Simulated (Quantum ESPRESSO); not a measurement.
**HfO2 (Fm-3m): zone-centre phonons**

Aim: the zone-centre modes of HfO2 (Fm-3m).

Method: DFT LDA, scalar-relativistic, plane waves, PseudoDojo norm-conserving pseudopotentials, in Quantum ESPRESSO 7.5.

**1. Starting point**

The structure is cubic, space group Fm-3m (No. 225). The conventional cell has a = 5.115 Å, b = 5.115 Å, c = 5.115 Å, α = 90.00°, β = 90.00°, γ = 90.00°. Nearest to Hf lie 8 O at 2.21 Å. Nearest to O lie 4 Hf at 2.21 Å. Farther neighbours and most contacts between anions are not listed.

**2. A first look**

A cheap run with smearing and empty bands tells whether the crystal has a gap, which decides between fixed occupations and smearing later on.

File probe.in:

```
&CONTROL
  calculation = 'scf'
  prefix      = 'x'
  outdir      = './tmp'
  pseudo_dir  = './pseudo'
  tprnfor     = .true.
  tstress     = .true.
  verbosity   = 'high'
/
&SYSTEM
  ibrav       = 0
  nat         = 3
  ntyp        = 2
  ecutwfc     = 92.0
  occupations = 'smearing'
  smearing    = 'gaussian'
  degauss     = 0.01
/
&ELECTRONS
  conv_thr         = 1.0d-07
  mixing_beta      = 0.7
  electron_maxstep = 100
/
ATOMIC_SPECIES
 Hf    178.4900  Hf.upf
 O      15.9990  O.upf
CELL_PARAMETERS angstrom
    -2.557500000    0.000000000    2.557500000
     0.000000000    2.557500000    2.557500000
    -2.557500000    2.557500000    0.000000000
ATOMIC_POSITIONS crystal
 Hf     0.000000000   0.000000000   0.000000000
 O      0.750000000   0.750000000   0.750000000
 O      0.250000000   0.250000000   0.250000000
K_POINTS automatic
 6 6 6 0 0 0
```

Run with:

```console
OMP_NUM_THREADS=1 mpirun -n 4 pw.x -nk 4 -in probe.in > probe.out
```

The log of the run:

```text
[banners, grids, parts of the stress and lines that vanish by symmetry left out]
Program PWSCF v.7.5
     Message from routine setup:
     using ibrav=0 with symmetry is DISCOURAGED, use correct ibrav instead
[...]
kinetic-energy cutoff     =      92.0000  Ry
     charge density cutoff     =     368.0000  Ry
     scf convergence threshold =      1.0E-07
[...]
Exchange-correlation= SLA  PW   NOGX NOGC
                           (   1   4   0   0   0   0   0)
[...]
48 Sym. Ops., with inversion, found
[...]
(     0          1          0      )
                  (     0          0          1      )
[...]
(  0.0000000  1.0000000  0.0000000 )
                  ( -0.0000000 -0.0000000  1.0000000 )
[...]
(     1          0         -1      )
                  (     0          0         -1      )
[...]
(     0          1         -1      )
                  (     0          1          0      )
[...]
( -1.0000000  0.0000000  0.0000000 )
                  (  0.0000000  1.0000000 -0.0000000 )
[...]
number of k points=    16  Gaussian smearing, width (Ry)=  0.0100
[...]
End of self-consistent calculation
[...]
the Fermi energy is    13.6936 ev
!    total energy              =    -179.40504946 Ry
[...]
convergence has been achieved in  11 iterations
[...]
atom    1 type  1   force =     0.00000000    0.00000000    0.00000000
     atom    2 type  2   force =     0.00000000    0.00000000    0.00000000
     atom    3 type  2   force =    -0.00000000   -0.00000000   -0.00000000
[...]
Total force =     0.000000     Total SCF correction =     0.000000
[...]
total   stress  (Ry/bohr**3)                   (kbar)     P=     -220.39
[...]
XML data file, charge density, pseudopotentials, collected wavefunctions

   JOB DONE.
```

The job ended after 5.7 s (4 MPI ranks of Arm Neoverse V2, shared host; 23 s of CPU time).

Numbers from this step:

- volume per atom: 11.15 Å³
- pressure: -22.04 GPa
- gap on the k-mesh: 3.559 eV

A gap of 3.6 eV opens on this mesh, so the crystal is taken as an insulator; the start stands at -22 GPa.

**3. Relaxing the cell and atoms**

The relaxation runs at a cutoff a fifth above that of the response, since stress converges more slowly with the basis than frequencies do. Forces and stress are brought to rest with tight thresholds.

File relax.in:

```
&CONTROL
  calculation   = 'vc-relax'
  prefix        = 'x'
  outdir        = './tmp'
  pseudo_dir    = './pseudo'
  tprnfor       = .true.
  tstress       = .true.
  forc_conv_thr = 2.0d-05
  etot_conv_thr = 1.0d-07
  nstep         = 40
/
&SYSTEM
  ibrav       = 0
  nat         = 3
  ntyp        = 2
  ecutwfc     = 110
  occupations = 'fixed'
  nbnd        = 14
/
&ELECTRONS
  conv_thr         = 1.0d-11
  mixing_beta      = 0.7
  electron_maxstep = 100
/
&IONS
/
&CELL
  press_conv_thr = 0.2
/
ATOMIC_SPECIES
 Hf    178.4900  Hf.upf
 O      15.9990  O.upf
CELL_PARAMETERS angstrom
    -2.557500000    0.000000000    2.557500000
     0.000000000    2.557500000    2.557500000
    -2.557500000    2.557500000    0.000000000
ATOMIC_POSITIONS crystal
 Hf     0.000000000   0.000000000   0.000000000
 O      0.750000000   0.750000000   0.750000000
 O      0.250000000   0.250000000   0.250000000
K_POINTS automatic
 8 8 8 0 0 0
```

Run with:

```console
OMP_NUM_THREADS=1 mpirun -n 4 pw.x -nk 4 -in relax.in > relax.out
```

The log of the run:

```text
[banners, grids, parts of the stress and lines that vanish by symmetry left out]
[banner, memory and clock lines left out]
Program PWSCF v.7.5

[...]
kinetic-energy cutoff     =     110.0000  Ry
     charge density cutoff     =     440.0000  Ry
     scf convergence threshold =      1.0E-11
[...]
energy convergence thresh.=      1.0E-07
     force convergence thresh. =      2.0E-05
     press convergence thresh. =      2.0E-01
     Exchange-correlation= SLA  PW   NOGX NOGC
                           (   1   4   0   0   0   0   0)
[...]
48 Sym. Ops., with inversion, found
[...]
number of k points=    29
[...]
End of self-consistent calculation
[...]
highest occupied, lowest unoccupied level (ev):    11.5133   15.0736
!    total energy              =    -179.40507603 Ry
[...]
convergence has been achieved in  22 iterations
[...]
atom    1 type  1   force =     0.00000000    0.00000000    0.00000000
     atom    2 type  2   force =     0.00000000   -0.00000000   -0.00000000
     atom    3 type  2   force =    -0.00000000   -0.00000000    0.00000000
     Total force =     0.000000     Total SCF correction =     0.000000
[...]
total   stress  (Ry/bohr**3)                   (kbar)     P=     -220.16
[...]
number of bfgs steps    =   0
[...]
CELL_PARAMETERS (angstrom)
[...]
ATOMIC_POSITIONS (crystal)
Hf               0.0000000000        0.0000000000        0.0000000000
O                0.7500000000        0.7500000000        0.7500000000
O                0.2500000000        0.2500000000        0.2500000000
[...]
New effective cutoffs (rho, wfc):  474.27  118.71
[...]
End of self-consistent calculation
[...]
highest occupied, lowest unoccupied level (ev):    13.4634   17.3201
!    total energy              =    -179.41992450 Ry
[...]
convergence has been achieved in  10 iterations
[...]
atom    1 type  1   force =     0.00000000    0.00000000    0.00000000
     atom    2 type  2   force =     0.00000000   -0.00000000   -0.00000000
     atom    3 type  2   force =    -0.00000000    0.00000000    0.00000000
     Total force =     0.000000     Total SCF correction =     0.000000
[...]
total   stress  (Ry/bohr**3)                   (kbar)     P=       71.11
[...]
number of bfgs steps    =   1
[...]
CELL_PARAMETERS (angstrom)
[...]
ATOMIC_POSITIONS (crystal)
Hf               0.0000000000        0.0000000000        0.0000000000
[...]
New effective cutoffs (rho, wfc):  465.89  116.61
[...]
End of self-consistent calculation
[...]
highest occupied, lowest unoccupied level (ev):    12.9894   16.7772
!    total energy              =    -179.42101348 Ry
[...]
convergence has been achieved in  10 iterations
[...]
atom    1 type  1   force =    -0.00000000    0.00000000    0.00000000
     atom    2 type  2   force =     0.00000000   -0.00000000   -0.00000000
     atom    3 type  2   force =    -0.00000000    0.00000000   -0.00000000
     Total force =     0.000000     Total SCF correction =     0.000000
[...]
total   stress  (Ry/bohr**3)                   (kbar)     P=      -10.51
[...]
number of bfgs steps    =   2
[...]
CELL_PARAMETERS (angstrom)
[...]
ATOMIC_POSITIONS (crystal)
[...]
New effective cutoffs (rho, wfc):  466.97  116.88
[...]
End of self-consistent calculation
[...]
highest occupied, lowest unoccupied level (ev):    13.0505   16.8473
!    total energy              =    -179.42104021 Ry
[...]
convergence has been achieved in   8 iterations
[...]
atom    1 type  1   force =     0.00000000    0.00000000   -0.00000000
     atom    2 type  2   force =     0.00000000    0.00000000    0.00000000
     atom    3 type  2   force =     0.00000000    0.00000000   -0.00000000
     Total force =     0.000000     Total SCF correction =     0.000000
[...]
total   stress  (Ry/bohr**3)                   (kbar)     P=       -0.39
[...]
number of bfgs steps    =   3
[...]
CELL_PARAMETERS (angstrom)
[...]
ATOMIC_POSITIONS (crystal)
[...]
New effective cutoffs (rho, wfc):  467.02  116.89
[...]
End of self-consistent calculation
[...]
highest occupied, lowest unoccupied level (ev):    13.0529   16.8500
!    total energy              =    -179.42104024 Ry
[...]
convergence has been achieved in   6 iterations
[...]
atom    1 type  1   force =    -0.00000000    0.00000000   -0.00000000
     atom    2 type  2   force =     0.00000000   -0.00000000    0.00000000
     atom    3 type  2   force =    -0.00000000   -0.00000000    0.00000000
     Total force =     0.000000     Total SCF correction =     0.000000
[...]
total   stress  (Ry/bohr**3)                   (kbar)     P=        0.00
[...]
bfgs converged in   5 scf cycles and   4 bfgs steps
[...]
End of BFGS Geometry Optimization
     Final enthalpy           =    -179.4210402441 Ry
     File ./tmp/x.bfgs deleted, as requested
[...]
CELL_PARAMETERS (angstrom)
[...]
ATOMIC_POSITIONS (crystal)
[...]
O                0.7500000000        0.7500000000        0.7500000000
O                0.2500000000        0.2500000000        0.2500000000
[...]
Final scf calculation at the relaxed structure.
[...]
kinetic-energy cutoff     =     110.0000  Ry
     charge density cutoff     =     440.0000  Ry
     scf convergence threshold =      1.0E-13
[...]
press convergence thresh. =      2.0E-01
     Exchange-correlation= SLA  PW   NOGX NOGC
                           (   1   4   0   0   0   0   0)
[...]
48 Sym. Ops., with inversion, found
[...]
number of k points=    29
[...]
End of self-consistent calculation
[...]
highest occupied, lowest unoccupied level (ev):    13.0529   16.8500
!    total energy              =    -179.42103545 Ry
[...]
convergence has been achieved in  17 iterations
[...]
atom    1 type  1   force =     0.00000000    0.00000000    0.00000000
     atom    2 type  2   force =     0.00000000   -0.00000000    0.00000000
     atom    3 type  2   force =    -0.00000000   -0.00000000   -0.00000000
     Total force =     0.000000     Total SCF correction =     0.000000
[...]
total   stress  (Ry/bohr**3)                   (kbar)     P=        0.02
[...]
XML data file, charge density, pseudopotentials, collected wavefunctions
```

Elapsed: 70 s, on 4 MPI ranks.

Step by step:

```csv
step,energy less that of the first step (eV),largest force (eV/Å),pressure (GPa),volume (Å³)
1,0.0000,0.0000,-22.02,33.46
2,-0.2020,0.0000,7.11,29.84
3,-0.2168,0.0000,-1.05,30.65
4,-0.2172,0.0000,-0.04,30.54
5,-0.2172,0.0000,0.00,30.54
6,-0.2171,0.0000,0.00,30.54
```

```csv
"conventional cell, symmetrised",before,after,change
a (Å),5.115,4.962,-3.0 %
b (Å),5.115,4.962,-3.0 %
c (Å),5.115,4.962,-3.0 %
volume (Å³/atom),11.15,10.18,-8.7 %
```

Final coordinates:

```
Hf O
1.0
    -2.48086    0.00000    2.48086
     0.00000    2.48086    2.48086
    -2.48086    2.48086    0.00000
Hf O
1 2
Cartesian
  0.0000 0.0000 0.0000
  -3.7213 3.7213 3.7213
  -1.2404 1.2404 1.2404
```

The last row of the table of steps is pw.x's closing run on a basis chosen anew for the final cell, so its energy can jump.

This step gave:

| Item | Value |
| --- | --- |
| volume per atom | 10.18 Å³ |
| pressure | 0.002 GPa |
| gap on the k-mesh | 3.797 eV |

The volume changes by -8.7 % from the cell with which this run began.

**4. Ground state**

The response is built on this ground state, so it is converged far tighter than an energy would need. With a gap, occupations are fixed, which also allows the response to an electric field.

File scf.in:

```
&CONTROL
  calculation = 'scf'
  prefix      = 'x'
  outdir      = './tmp'
  pseudo_dir  = './pseudo'
  tprnfor     = .true.
  tstress     = .true.
/
&SYSTEM
  ibrav       = 0
  nat         = 3
  ntyp        = 2
  ecutwfc     = 92.0
  occupations = 'fixed'
  nbnd        = 14
/
&ELECTRONS
  conv_thr         = 1.0d-12
  mixing_beta      = 0.7
  electron_maxstep = 100
/
ATOMIC_SPECIES
 Hf    178.4900  Hf.upf
 O      15.9990  O.upf
CELL_PARAMETERS angstrom
    -2.480857449    0.000000000    2.480857449
     0.000000000    2.480857449    2.480857449
    -2.480857449    2.480857449    0.000000000
ATOMIC_POSITIONS crystal
 Hf     0.000000000   0.000000000   0.000000000
 O      0.750000000   0.750000000   0.750000000
 O      0.250000000   0.250000000   0.250000000
K_POINTS automatic
 8 8 8 0 0 0
```

Run with:

```console
OMP_NUM_THREADS=1 mpirun -n 4 pw.x -nk 4 -in scf.in > scf.out
```

The log of the run:

```text
[banners, grids, parts of the stress and lines that vanish by symmetry left out]
[banner, memory and clock lines left out]
Program PWSCF v.7.5

[...]
kinetic-energy cutoff     =      92.0000  Ry
     charge density cutoff     =     368.0000  Ry
     scf convergence threshold =      1.0E-12
[...]
Exchange-correlation= SLA  PW   NOGX NOGC
                           (   1   4   0   0   0   0   0)
[...]
48 Sym. Ops., with inversion, found
[...]
number of k points=    29
[...]
End of self-consistent calculation
[...]
highest occupied, lowest unoccupied level (ev):    13.0529   16.8501
!    total energy              =    -179.42100938 Ry
[...]
convergence has been achieved in  20 iterations
[...]
atom    1 type  1   force =     0.00000000    0.00000000    0.00000000
     atom    2 type  2   force =     0.00000000   -0.00000000    0.00000000
     atom    3 type  2   force =    -0.00000000    0.00000000   -0.00000000
     Total force =     0.000000     Total SCF correction =     0.000000
[...]
total   stress  (Ry/bohr**3)                   (kbar)     P=       -0.02
[...]
XML data file, charge density, pseudopotentials, collected wavefunctions
```

Wall time 17 s (4 MPI ranks); 68 s of CPU time.

This step gave:

```
pressure : -0.002 GPa
```

The cell stands at -0.002 GPa, close enough for phonons.

[end of part 1 of 2]

[Host names and launcher messages were left out of these logs when they were recorded.]

[Logs are printed without paths, hosts, clocks, repeated set-up lines and the standing remarks that a program may print on its own settings, such as how far it seeks lower states.]

[Hosts, paths, dates, database ids (printed as entryN), source tags and the programs' standing remarks are cut or masked in the printed files.]
